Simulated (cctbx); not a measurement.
# Diagnosing a refinement

Cell a = 4.7140 Å, b = 4.7140 Å, c = 9.3590 Å, α = 90.00°, β = 90.00°, γ = 90.00°; space group P4/mmm (no. 123).

Simulated single-crystal data (cctbx): Mo Kα, λ = 0.71073 Å, to d = 0.8 Å, 95 % of the full sphere, strongest reflection 70000 counts, noise from counting, a 3 % proportional error and a noise floor of 4 counts (s.d.); no absorption.

An anisotropic refinement with weights 1/σ² prints:

```text
Rint 0.025, 166 unique reflections to 0.80 A
cycle     R1     wR2    GooF  max shift (A)
   1  0.1754  0.3897  26.232   0.03704
   3  0.1683  0.3363  22.641   0.00007
final R1 0.1683 wR2 0.3363 GooF 22.641  parameters 13  data/parameter 12.8
atom        x        y        z      Ueq    occ   su(xyz)  su(Uiso or U11)
Sm1    0.00000  0.00000  0.50000   0.0097  1.000  0.00000  0.0021
Ba1    0.00000  0.00000  0.00000   0.0032  1.000  0.00000  0.0020
Mn1    0.50000  0.50000  0.24978   0.0000  1.000  0.00058  0.0032  NPD
S1     0.50000  0.50000  0.50000   0.0294  1.000  0.00000  0.0089
S2     0.50000  0.00000  0.28426   0.0126  1.000  0.00165  0.0057
difference map: max 46.63 min -3.13 rms 1.94
Q1    0.5000  0.5000  0.0000    1   46.63  2.34 A from Mn1
Q2    0.0000  0.0000  0.0000    1   30.24  0.00 A from Ba1
Q3    0.5000  0.5000  0.5000    1   29.67  0.00 A from S1
Q4    0.0000  0.0000  0.5000    1   23.48  0.00 A from Sm1
Q5    0.0000  0.5000  0.2562    4    9.80  0.26 A from S2
Q6    0.5000  0.5000  0.2859    2    3.71  0.34 A from Mn1
```

Q: Accept it or mend it, and why?

Mend it. The fault: an atom left out, S at (1/2, 1/2, 0). Against the right model at the same level, R1 goes from 0.0065 to 0.1683 and GooF from 1.01 to 22.64, the top difference peak, 46.6 e/Å³, lies 2.34 Å from Mn1 and Mn1 goes non-positive-definite. Q1 is the missing atom. With scattering power missing, scale and phases suffer, so peaks may also grow on the heavy atoms.

The compound is BaSmMn2S6. The right model at the same level gives:

```text
Rint 0.025, 166 unique reflections to 0.80 A
cycle     R1     wR2    GooF  max shift (A)
   1  0.0175  0.0558   3.779   0.00301
   2  0.0065  0.0149   1.011   0.00000
final R1 0.0065 wR2 0.0149 GooF 1.011  parameters 15  data/parameter 11.1
atom        x        y        z      Ueq    occ   su(xyz)  su(Uiso or U11)
Sm1    0.00000  0.00000  0.50000   0.0117  1.000  0.00000  0.0001
Ba1    0.00000  0.00000  0.00000   0.0081  1.000  0.00000  0.0001
Mn1    0.50000  0.50000  0.25108   0.0091  1.000  0.00003  0.0001
S1     0.50000  0.50000  0.50000   0.0129  1.000  0.00000  0.0003
S2     0.50000  0.50000  0.00000   0.0122  1.000  0.00000  0.0003
S3     0.50000  0.00000  0.27980   0.0132  1.000  0.00006  0.0002
difference map: max 0.27 min -0.18 rms 0.06
Q1    0.0000  0.0000  0.0931    2    0.28  0.87 A from Ba1
Q2    0.0000  0.5000  0.5000    2    0.27  2.06 A from S3
Q3    0.0000  0.0000  0.4058    2    0.24  0.88 A from Sm1
Q4    0.5000  0.5000  0.4360    2    0.22  0.60 A from S1
Q5    0.5000  0.5000  0.1350    2    0.21  1.09 A from Mn1
Q6    0.2565  0.5000  0.3919    8    0.20  1.53 A from S1
```

Isotropic U is held between 0.0001 and 1 Å² by the program, and listed peak heights are interpolated, so they can pass the grid's maximum.

This is a model crystal, built by substitution and not relaxed, with assumed displacement parameters.

[Middle refinement cycles are left out of these outputs.]

[Logs are printed without paths, hosts, clocks, repeated set-up lines and the standing remarks that a program may print on its own settings, such as how far it seeks lower states.]
